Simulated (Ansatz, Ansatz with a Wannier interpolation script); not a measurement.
## Settings in Wannier-interpolated G0W0: In2O3 (R-3c)

How do the Wannier model and the GW settings move the interpolated bands of In2O3 (R-3c)?

Method: maximally localised Wannier functions, LDA, plane waves, PAW, in Ansatz 0.2.0.

### Step 1. The starting structure

It takes space group R-3c (No. 167, trigonal). The conventional cell has a = 5.487 Å, b = 5.487 Å, c = 14.510 Å, α = 90.00°, β = 90.00°, γ = 120.00°. Nearest to In lie 6 O at 2.12 to 2.26 Å. Nearest to O lie 4 In at 2.12 to 2.26 Å. Farther neighbours and most contacts between anions are not listed.

The cell and positions come from the Crystallography Open Database and are kept as given unless a step says otherwise. This is not the form that In2O3 usually takes at ambient conditions. The default PAW set here is soft_2. Its files were made with PBE.

### Step 2. Wannier model on 8×8×8

Localised functions give a small Hamiltonian that interpolates between mesh points at no cost.

Contents of input.yaml:

```yaml
crystal:
  lattice:
    - [2.7435, 1.5839604635, 4.8366666667]
    - [-2.7435, 1.5839604635, 4.8366666667]
    - [0.0, -3.167920927, 4.8366666667]
  atoms:
    - { symbol: In, position: [0.35731, 0.35731, 0.35731] }
    - { symbol: In, position: [0.14269, 0.14269, 0.14269] }
    - { symbol: In, position: [0.64269, 0.64269, 0.64269] }
    - { symbol: In, position: [0.85731, 0.85731, 0.85731] }
    - { symbol: O, position: [0.548, 0.952, 0.25] }
    - { symbol: O, position: [0.25, 0.548, 0.952] }
    - { symbol: O, position: [0.952, 0.25, 0.548] }
    - { symbol: O, position: [0.452, 0.048, 0.75] }
    - { symbol: O, position: [0.75, 0.452, 0.048] }
    - { symbol: O, position: [0.048, 0.75, 0.452] }
kpoints:
  mp_grid: { grid: [4, 4, 4] }
hamiltonian:
  xc: lda
scf:
  occupations: { method: fixed }
  n_extra_bands: 67
output:
  wannier:
    kmesh: [8, 8, 8]
    projections:
      - { species: In, l: s, shell: 5 }
      - { species: In, l: p, shell: 5 }
      - { species: O, l: p, shell: 2 }
    minimise: true
    write_hr: true
    seedname: w
    conv_tol: 1.0e-07
    max_iter: 4000
    disentanglement:
      window: [2.65, 23.21]
      frozen_window: [2.65, 12.77]
      conv_tol: 1.0e-08
```

Started as:

```sh
ansatz run input.yaml --threads 3 --pin off --max-ram 92160MiB --backend cuda --events-out ev --progress --plain --runs-dir out --devices 1 --max-vram 13GiB
```

Numbers of over 12 decimals in the logs are rounded to 6 here.

The program printed:

```text
scf.n_extra_bands = 67 over 44 filled bands (N_el = 88.0): the run solves 111 bands
GPUs: using 1 of 1 available (devices: 1).
Engine: ansatz 0.2.0, x86_64-unknown-linux-gnu
Pseudopotentials: kind: paw
Pseudopotential: In, paw, valence charge 13, recommended cutoff 420 eV (normal), In.paw.azcp
Pseudopotential: O, paw, valence charge 6, recommended cutoff 420 eV (normal), O.paw.azcp
Functional definition: SPW92
  exchange = slater_x
  correlation = pw_c
device memory: the entry about to start is reckoned to put 4.4 GiB on a device that reports 48.2 GiB free (of which the cap on the GPU budget leaves the run 13.0 GiB)
GPU FFT provider: cuFFT
GPU libraries: cuBLAS 13.8.2, cuFFT 12.4.0, cuSOLVER 12.3.4
Crystal: 10 atoms, lattice volume = 126.109 Å³
Basis set: ecut = 420 eV, 2453 PW (Γ)
Bands: 111, of which v1, the nominal top of the filled ones, is band 44 counted from 1 (43 counted from 0)
Symmetry: 12 space group operations
Space group: R-3c (ITA 167), of the structure as read, at distance tolerance 5.0e-5 Å
k-points: 13 of 64
Non-local potential: In, projectors of the file, l = 0: 2, l = 1: 2, l = 2: 2, l = 3: 2
Non-local potential: O, projectors of the file, l = 0: 2, l = 1: 2, l = 2: 1
PAW form: soft (Blöchl's): semilocal exchange-correlation on the pseudo side does not see the compensation charge
PAW frozen core: In, regenerated for the run's functional, and the local potential with it (the file was generated under x = pbe(κ = 0.804, μ = 0.219515), c = pbe(β = 0.066725))
PAW frozen core: O, regenerated for the run's functional, and the local potential with it (the file was generated under x = pbe(κ = 0.804, μ = 0.219515), c = pbe(β = 0.066725))
PAW one-centre angular grid: In, 590 points (default); XC on 64 Gauss nodes
PAW one-centre angular grid: O, 110 points (default); XC on 64 Gauss nodes
Initial density: superposition of atomic densities (neutral atoms: chi_scale 0, normalization atom), corrected by the library's trained network
Initial wavefunctions: pseudopotential atomic-orbital guess
GPU buffer pool allocated for 64000 grid points (all kernels)
GPU transforms: local potential and band sums: pruned to the plane-wave sphere, on 40×40×40
Functional: x = slater, c = lda
SCF iter   1: F=—  HF=-25161.458586 eV  |F-HF|=—  |Δ(HF+E_count)|=         —  Δρ=1.99e-2  dr2=4.21e-1  ethr=1.77e-3  ⟨swp⟩=4.9  Hψ=4937  notcnv=0  defer=835
preconditioner: auto → Resta (q_TF=auto, 2.569 Å⁻¹)  ε∞=2.1  [insulator: Δε(μ)=0.996 eV  Ē_g=29.829 eV  n_scr=32 (ndim 8)  ℏωp=31.0 eV  f_vac=0.019  ε∞_Penn≈2.1]
SCF iter   2: F=—  HF=-25161.346028 eV  |F-HF|=—  |Δ(HF+E_count)|=   1.13e-1  Δρ=6.84e-3  dr2=2.80e-2  ethr=4.79e-4  ⟨swp⟩=2.2  Hψ=1823  notcnv=0  defer=842
SCF iter   3: F=—  HF=-25161.337041 eV  |F-HF|=—  |Δ(HF+E_count)|=   8.99e-3  Δρ=2.02e-3  dr2=3.19e-3  ethr=3.19e-5  ⟨swp⟩=2.6  Hψ=1218  notcnv=0  defer=845
SCF iter   4: F=—  HF=-25161.336039 eV  |F-HF|=—  |Δ(HF+E_count)|=   1.00e-3  Δρ=6.13e-4  dr2=2.63e-4  ethr=3.62e-6  ⟨swp⟩=3.0  Hψ=1124  notcnv=0  defer=845
SCF iter   5: F=—  HF=-25161.335568 eV  |F-HF|=—  |Δ(HF+E_count)|=   4.71e-4  Δρ=5.22e-5  dr2=2.52e-6  ethr=2.99e-7  ⟨swp⟩=2.0  Hψ=1148  notcnv=0  defer=806
SCF iter   6: F=—  HF=-25161.335771 eV  |F-HF|=—  |Δ(HF+E_count)|=   2.03e-4  Δρ=6.85e-6  dr2=5.97e-8  ethr=1.14e-10  ⟨swp⟩=12.2  Hψ=11407  notcnv=0
SCF iter   7: F=-25161.335771 eV  HF=-25161.335771 eV  |F-HF|=9.31e-10  |Δ(HF+E_count)|=   1.54e-9  Δρ=1.48e-6  dr2=2.47e-9  ethr=6.78e-11  ⟨swp⟩=1.0  Hψ=2581  notcnv=0
SCF 1 converged in 7 iterations: F = -25161.335771 eV  dr2 = 2.47e-9
[...]
device memory: the entry about to start is reckoned to put 5.4 GiB (of the 5.5 GiB reckoned in all, the device holds 0.1 GiB already) on a device that reports 48.6 GiB free (of which the cap on the GPU budget leaves the run 12.9 GiB)
NSCF: frozen V_eff on 13 k-points
[...]
device memory: the entry about to start is reckoned to put 4.3 GiB on a device that reports 48.1 GiB free (of which the cap on the GPU budget leaves the run 13.0 GiB)
NSCF: frozen V_eff on 68 k-points
the Wannier pass solved 68 of the 512 points of its mesh, and has the states at the others by symmetry: states obtained by the crystal's operations at points that were solved too leave a residual of 4.05e-13 eV (read by the count's bands and the next), within 8.33e-6 eV
SCF converged after 7 iterations
Free energy (F): -25161.335771 eV
Harris-Foulkes:  -25161.335771 eV  (|F-HF|=9.31e-10)
Internal energy: -25161.335771 eV  (E = F + TS)
E sigma→0 (E₀):  -25161.335771 eV
Fermi energy:    8.582965 eV
--- Per-component energies (eV) ---
  E_band       = 10.471705
  E_kinetic    = 2029.148463
  E_local      = -5865.989419  (includes V_loc(G=0)·N_el)
  E_nonlocal   = 1796.949765
  E_hartree    = 2238.407663
  E_xc         = -1282.292026
  E_vxc        = -956.594454  (∫ρ·V_xc dr)
  E_paw        = -16968.185314  (= ΣΔE_a)
  E_vpaw       = -1469.873831  (= ΣTr[D̂ρ^β])
  E_aug_tail   = 0.014791  (compensation charges beyond the density's cutoff)
  E_ewald      = -7111.109369
  E_core_change = 1.719675  (= ΣΔE_core)
  E_smearing   = -0.000000  (= −TS)
  E_closure    = 0.000000  (closes the sum)
  Σ components = -25161.335771   (vs F -25161.335771, Δ=0.00e0)
--- Band table (eV; the first three rows and the last of 13) ---
  k-point 0: bands = [... 40 lower, 8.3119, 8.3119, 8.5433, 8.5433, 9.7670, 13.9976, 14.6637, 15.7477, ... 63 higher]
  k-point 1: bands = [... 40 lower, 8.1760, 8.1848, 8.4155, 8.5830, 11.3606, 14.4073, 14.5204, 15.1500, ... 63 higher]
  k-point 2: bands = [... 40 lower, 7.8119, 7.8119, 8.5250, 8.5250, 13.4488, 13.4488, 14.3145, 14.3145, ... 63 higher]
  k-point 12: bands = [... 40 lower, 8.3946, 8.3946, 8.3946, 8.3946, 12.8991, 12.8991, 15.5984, 15.5984, ... 63 higher]
Wannier search: line search 1 of at most 4000: gauge-dependent spread (as the search counts it) 14.8469255 Å², largest recent change 9.7e0 Å² and fall left 6.2e-2 Å² against conv_tol 1.0e-7 Å², 0 stops escaped
WARN: <dir> 580 periodic images of 580 elements of H(R) lie 4.88e-4 to 1.95e-3 Å beyond their element's nearest image, near the 9.77e-4 Å window within which an element is shared among its images; whether they share it moves the interpolated H(k) by 2.0e-3 eV (Frobenius norm, root mean square over the Brillouin zone); at the model's own mesh points H(k) does not change
```

Elapsed: 40 s, on 1 × NVIDIA H100 80GB HBM3 (shared by 6 runs) with 3 threads of AMD EPYC 7R13 (Zen 3), shared host; peak memory 1.9 GiB.

In the SCF lines HF is the Harris–Foulkes energy and dr2 the Hartree energy of the density residual, in eV; the loop may stop once dr2 is under the threshold and the program's other checks hold. Hψ counts applications of the Hamiltonian.

This step gave:

- gauge-invariant spread: 58.19 Å²
- diagonal spread: 0.03386 Å²
- off-diagonal spread: 7.050 Å²
- total spread: 65.27 Å²
- least projectability: 0.1912
- localisation steps: 29
- disentanglement steps: 148
- r.m.s. interpolation error: 4.30e-4 eV
- r.m.s. error near the gap: 3.37e-4 eV

Near the gap the model misses directly solved bands by 0.3 meV r.m.s. and by 3 meV at most in the window tested. This tests the starting bands, not the corrections carried with them.

### Step 3. Wannier model on 4×4×4

input.yaml: that of step 2 with these lines changed.

```diff
@@ -25,3 +25,3 @@
   wannier:
-    kmesh: [8, 8, 8]
+    kmesh: [4, 4, 4]
     projections:
```

The program printed:

```text
[...]
GPUs: using 1 of 1 available (devices: 1).
[...]
GPU FFT provider: cuFFT
GPU libraries: cuBLAS 13.8.2, cuFFT 12.4.0, cuSOLVER 12.3.4
Crystal: 10 atoms, lattice volume = 126.109 Å³
Basis set: ecut = 420 eV, 2453 PW (Γ)
Bands: 111, of which v1, the nominal top of the filled ones, is band 44 counted from 1 (43 counted from 0)
[... 1 set-up line as in the run before ...]
[...]
k-points: 13 of 64
[...]
GPU buffer pool allocated for 64000 grid points (all kernels)
[...]
SCF iter   1: F=—  HF=-25161.458586 eV  |F-HF|=—  |Δ(HF+E_count)|=         —  Δρ=1.99e-2  dr2=4.21e-1  ethr=1.77e-3  ⟨swp⟩=4.9  Hψ=4937  notcnv=0  defer=835
[...]
SCF iter   7: F=-25161.335771 eV  HF=-25161.335771 eV  |F-HF|=9.31e-10  |Δ(HF+E_count)|=   1.54e-9  Δρ=1.48e-6  dr2=2.47e-9  ethr=6.78e-11  ⟨swp⟩=1.0  Hψ=2581  notcnv=0
SCF 1 converged in 7 iterations: F = -25161.335771 eV  dr2 = 2.47e-9
[...]
NSCF: frozen V_eff on 13 k-points
[...]
SCF converged after 7 iterations
Free energy (F): -25161.335771 eV
[...]
Internal energy: -25161.335771 eV  (E = F + TS)
E sigma→0 (E₀):  -25161.335771 eV
Fermi energy:    8.582965 eV
[...]
--- Band table (eV; the first three rows and the last of 13) ---
  k-point 0: bands = [... 40 lower, 8.3119, 8.3119, 8.5433, 8.5433, 9.7670, 13.9976, 14.6637, 15.7477, ... 63 higher]
  k-point 1: bands = [... 40 lower, 8.1760, 8.1848, 8.4155, 8.5830, 11.3606, 14.4073, 14.5204, 15.1500, ... 63 higher]
  k-point 2: bands = [... 40 lower, 7.8119, 7.8119, 8.5250, 8.5250, 13.4488, 13.4488, 14.3145, 14.3145, ... 63 higher]
  k-point 12: bands = [... 40 lower, 8.3946, 8.3946, 8.3946, 8.3946, 12.8991, 12.8991, 15.5984, 15.5984, ... 63 higher]
[...]
```

Elapsed: 15 s, on 1 × NVIDIA H100 80GB HBM3 (shared by 6 runs) with 3 threads; peak memory 1.1 GiB.

Numbers from this step:

| Quantity | Value |
| --- | --- |
| gauge-invariant spread | 47.79 Å² |
| diagonal spread | 0.02724 Å² |
| off-diagonal spread | 6.888 Å² |
| total spread | 54.70 Å² |
| least projectability | 0.3720 |
| localisation steps | 32 |
| disentanglement steps | 60 |
| r.m.s. interpolation error | 0.003195 eV |
| r.m.s. error near the gap | 0.002641 eV |

Near the gap the model misses directly solved bands by 2.6 meV r.m.s. and by 14 meV at most in the window tested. This tests the starting bands, not the corrections carried with them.

Frozen up to 4.18 eV; above it the model need not follow the bands. Electronic bands along the path, in eV, zero at the valence-band top; v1 is the highest filled band, c1 the lowest empty one:

```
     point     v4     v3     v2     v1    c1    c2    c3    c4
         Γ  -0.28  -0.28  -0.05  -0.05  1.18  5.41  6.07  7.16
   halfway  -0.24  -0.24  -0.08  -0.08  2.57  5.26  6.30  7.23
         T  -0.20  -0.20  -0.20  -0.20  4.31  4.31  7.03  7.03
   halfway  -0.55  -0.55  -0.22  -0.22  4.84  4.84  6.65  6.65
        H2  -0.35  -0.35  -0.16  -0.16  5.50  5.50  5.79  5.79
jump to H0  -0.35  -0.35  -0.16  -0.16  5.50  5.50  5.79  5.79
   halfway  -0.38  -0.38  -0.11  -0.11  5.03  5.03  5.81  5.81
         L  -0.78  -0.78  -0.07  -0.07  4.87  4.87  5.74  5.74
   halfway  -0.42  -0.41  -0.18  -0.01  2.77  5.82  5.93  6.60
         Γ  -0.28  -0.28  -0.05  -0.05  1.18  5.41  6.07  7.16
   halfway  -0.50  -0.15  -0.14  -0.01  3.21  5.59  6.03  6.52
        S0  -0.46  -0.28  -0.22  -0.07  5.23  5.42  5.64  6.12
jump to S2  -0.46  -0.28  -0.22  -0.07  5.23  5.42  5.64  6.12
   halfway  -0.55  -0.31  -0.14  -0.05  5.14  5.39  6.22  6.32
         F  -0.56  -0.35  -0.09  -0.04  5.11  5.39  6.42  6.52
   halfway  -0.46  -0.31  -0.26  -0.07  3.08  5.89  5.97  6.81
         Γ  -0.28  -0.28  -0.05  -0.05  1.18  5.41  6.07  7.16
```

The same for Kohn-Sham, solved directly:

```
point     v4     v3     v2     v1    c1    c2    c3    c4
    Γ  -0.28  -0.28  -0.05  -0.05  1.18  5.41  6.07  7.16
    T  -0.20  -0.20  -0.20  -0.20  4.31  4.31  7.01  7.01
   H2  -0.35  -0.35  -0.16  -0.16  5.46  5.46  5.78  5.78
   H0  -0.35  -0.35  -0.16  -0.16  5.46  5.46  5.78  5.78
    L  -0.78  -0.78  -0.07  -0.07  4.86  4.86  5.72  5.72
    Γ  -0.28  -0.28  -0.05  -0.05  1.18  5.41  6.07  7.16
   S0  -0.46  -0.27  -0.22  -0.07  5.17  5.40  5.62  6.07
   S2  -0.46  -0.27  -0.22  -0.07  5.17  5.40  5.62  6.07
    F  -0.56  -0.35  -0.09  -0.04  5.08  5.39  6.33  6.42
    Γ  -0.28  -0.28  -0.05  -0.05  1.18  5.41  6.07  7.16
```

### Step 4. A faulty Wannier input

input.yaml: that of step 3 with these lines changed.

```diff
@@ -34,3 +34,3 @@
     conv_tol: 1.0e-07
-    max_iter: 4000
+    max_iter: 3
     disentanglement:
```

Started as:

```sh
ansatz run input.yaml --threads 3 --pin off --max-ram 92160MiB --backend cpu --events-out ev --progress --plain --runs-dir out
```

The program printed:

```text
Error: invalid value for `output.wannier.max_iter`: must be ≥ 5; got 3
```

Wall time 0.12 s (3 threads); peak memory 0.092 GiB.

The program refused the input before any cycle.

The program's message: “Error: invalid value for `output.wannier.max_iter`: must be ≥ 5; got 3”

The fault put into this input: too few iterations.

### Step 5. G0W0: 4×4×4 mesh, 526 empty bands, screening to 150 eV

Now the one-shot GW correction: screening in the RPA, then the self-energy of the levels asked for.

This step: G0W0 on LDA, plane waves, PAW.

input.yaml, the sections that differ from step 4:

```yaml
scf:
  occupations: { method: fixed }
gw:
  n_empty_bands: 526
  ecut_chi: 150.0
  qp_bands: [v18, c1]
  screening: { model: contour_deformation }
# crystal, kpoints, hamiltonian: as in step 4
# output: removed
```

Started as:

```sh
ansatz run input.yaml --threads 3 --pin off --max-ram 92160MiB --backend cuda --events-out ev --progress --plain --runs-dir out --devices 1 --max-vram 13GiB
```

The program printed:

```text
GPUs: using 1 of 1 available (devices: 1).
[...]
GPU FFT provider: cuFFT
GPU libraries: cuBLAS 13.8.2, cuFFT 12.4.0, cuSOLVER 12.3.4
Crystal: 10 atoms, lattice volume = 126.109 Å³
Basis set: ecut = 420 eV, 2453 PW (Γ)
Bands: 54, of which v1, the nominal top of the filled ones, is band 44 counted from 1 (43 counted from 0)
[... 1 set-up line as in the run before ...]
[...]
k-points: 13 of 64
[...]
0    34      5.9028   -24.6942     5.0342   -18.9740  0.6946     5.2022     5.2168  root
[...]
12    42      8.3946   -26.8800     4.4487   -21.9071  0.7355     7.8638     7.8704  root
    12    43      8.3946   -26.8800     4.4487   -21.9071  0.7355     7.8638     7.8704  root
    12    44      8.3946   -26.8800     4.4487   -21.9071  0.7355     7.8638     7.8704  root
    12    45     12.8990   -13.4434    -3.7698   -18.1731  0.7859    13.8844    13.8590  root
[key lines of the parts left out:]
SCF converged after 7 iterations
Free energy (F): -25161.335771 eV
Fermi energy:    8.582943 eV
```

It took 2 min on 1 × NVIDIA H100 80GB HBM3 (shared by 6 runs) with 3 threads; peak memory 1.8 GiB.

The G0W0 gap on the mesh is 2.419 eV.

### Step 6. G0W0: 2×2×2 mesh, 526 empty bands, screening to 150 eV

input.yaml: that of step 5 with these lines changed.

```diff
@@ -17,3 +17,3 @@
 kpoints:
-  mp_grid: { grid: [4, 4, 4] }
+  mp_grid: { grid: [2, 2, 2] }
 hamiltonian:
```

The program printed:

```text
GPUs: using 1 of 1 available (devices: 1).
[...]
concurrent solve slots: 2 of 3 are kept, ahead of what memory takes: no pass of the eigensolver takes more rounds on 2
[...]
GPU FFT provider: cuFFT
GPU libraries: cuBLAS 13.8.2, cuFFT 12.4.0, cuSOLVER 12.3.4
Crystal: 10 atoms, lattice volume = 126.109 Å³
Basis set: ecut = 420 eV, 2453 PW (Γ)
[...]
0    34      5.9158   -24.7156     5.1753   -18.9611  0.6816     5.3182     5.3367  root
[...]
3    42      8.4134   -27.0081     4.7046   -21.9014  0.7032     8.0044     8.0113  root
     3    43      8.4134   -27.0081     4.7046   -21.9014  0.7032     8.0044     8.0113  root
     3    44      8.4134   -27.0081     4.7046   -21.9014  0.7032     8.0044     8.0113  root
     3    45     12.9077   -13.2709    -4.1122   -18.1734  0.7466    13.7283    13.6980  root
[key lines of the parts left out:]
SCF converged after 7 iterations
Free energy (F): -25161.207241 eV
Fermi energy:    8.568993 eV
```

Elapsed: 14 s, on 1 × NVIDIA H100 80GB HBM3 (shared by 6 runs) with 3 threads; peak memory 1.3 GiB; 14 s of CPU time.

The G0W0 gap on the mesh is 2.198 eV.

### Step 7. G0W0: 4×4×4 mesh, 244 empty bands, screening to 90 eV, plasmon pole

input.yaml: that of step 6 with these lines changed.

```diff
@@ -17,3 +17,3 @@
 kpoints:
-  mp_grid: { grid: [2, 2, 2] }
+  mp_grid: { grid: [4, 4, 4] }
 hamiltonian:
@@ -23,5 +23,5 @@
 gw:
-  n_empty_bands: 526
-  ecut_chi: 150.0
+  n_empty_bands: 244
+  ecut_chi: 90
   qp_bands: [v18, c1]
-  screening: { model: contour_deformation }
+  screening: { model: godby_needs }
```

The program printed:

```text
GPUs: using 1 of 1 available (devices: 1).
[...]
GPU FFT provider: cuFFT
GPU libraries: cuBLAS 13.8.2, cuFFT 12.4.0, cuSOLVER 12.3.4
Crystal: 10 atoms, lattice volume = 126.109 Å³
Basis set: ecut = 420 eV, 2453 PW (Γ)
Bands: 54, of which v1, the nominal top of the filled ones, is band 44 counted from 1 (43 counted from 0)
[... 1 set-up line as in the run before ...]
[...]
k-points: 13 of 64
[...]
0    34      5.9028   -24.6942     5.0649   -18.9740  0.8002     5.2337     5.2475  root
[...]
12    42      8.3946   -26.8800     4.7238   -21.9071  0.7857     8.1452     8.1456  root
    12    43      8.3946   -26.8800     4.7238   -21.9071  0.7857     8.1452     8.1456  root
    12    44      8.3946   -26.8800     4.7238   -21.9071  0.7857     8.1452     8.1456  root
    12    45     12.8990   -13.4434    -3.4468   -18.1731  0.8242    14.1878    14.1820  root
[key lines of the parts left out:]
SCF converged after 7 iterations
Free energy (F): -25161.335771 eV
Fermi energy:    8.582943 eV
```

Elapsed: 81 s, on 1 × NVIDIA H100 80GB HBM3 (shared by 6 runs) with 3 threads; peak memory 1.9 GiB; 2.9 min of CPU time.

The G0W0 gap on the mesh is 2.335 eV.

### Step 8. Interpolated results

Times are wall times on 1 × NVIDIA H100 80GB HBM3 (shared by 6 runs) with 3 threads of AMD EPYC 7R13 (Zen 3), shared host, good to a factor of about two.

```
GW mesh  empty bands  cutoff (eV)            frequency  gap on mesh (eV)  gap over zone (eV)  direct gap (eV)  valence width (eV)  GW time
  4×4×4          526          150  contour deformation             2.419               2.406            2.459               5.841    2 min
  2×2×2          526          150  contour deformation             2.198               2.169            2.221               5.807     14 s
  4×4×4          244           90         plasmon pole             2.335               2.318            2.346               6.204     81 s
```

### Step 9. Outcome

- 4×4×4 mesh, 526 empty bands, screening to 150 eV: 2.41 eV
- 2×2×2 mesh, 526 empty bands, screening to 150 eV: 2.17 eV
- 4×4×4 mesh, 244 empty bands, screening to 90 eV, plasmon pole: 2.32 eV

The largest change, −0.24 eV in the gap over the zone, comes with 2×2×2 mesh, 526 empty bands, screening to 150 eV. The first run is a reference, not a converged one, and where a row moves several settings no single cause can be named. Rows on another GW mesh add that mesh's corrections to the bands of the one model. Coarser Wannier mesh (4×4×4): the miss near the gap goes from under 1 (the model on 8×8×8) to 3 meV and the total spread from 65.3 to 54.7 Å². With 2×2×2 mesh, 526 empty bands, screening to 150 eV the gap over the zone moves by −0.24 eV and that on the mesh by −0.22 eV. With 4×4×4 mesh, 244 empty bands, screening to 90 eV, plasmon pole the gap over the zone moves by −0.09 eV and that on the mesh by −0.08 eV. Gaps over the zone and on the mesh differ where an edge lies off the mesh, or where a GW run starts from another density: the starting gap over the zone is 1.173 eV, on the GW meshes it is 1.184 eV and 1.203 eV. The many-body steps are scalar-relativistic: spin-orbit coupling is not in them.

[Paths, hosts, dates, memory and timing lines, banners, echoed tables and standing remarks are left out of the program output.]

[Logs are printed without paths, hosts, clocks, repeated set-up lines and the standing remarks that a program may print on its own settings, such as how far it seeks lower states.]

[Runs of the session that timed out or met a known fault of the program may be left out.]

[Hosts, paths, dates, database ids (printed as entryN), source tags and the programs' standing remarks are cut or masked in the printed files.]
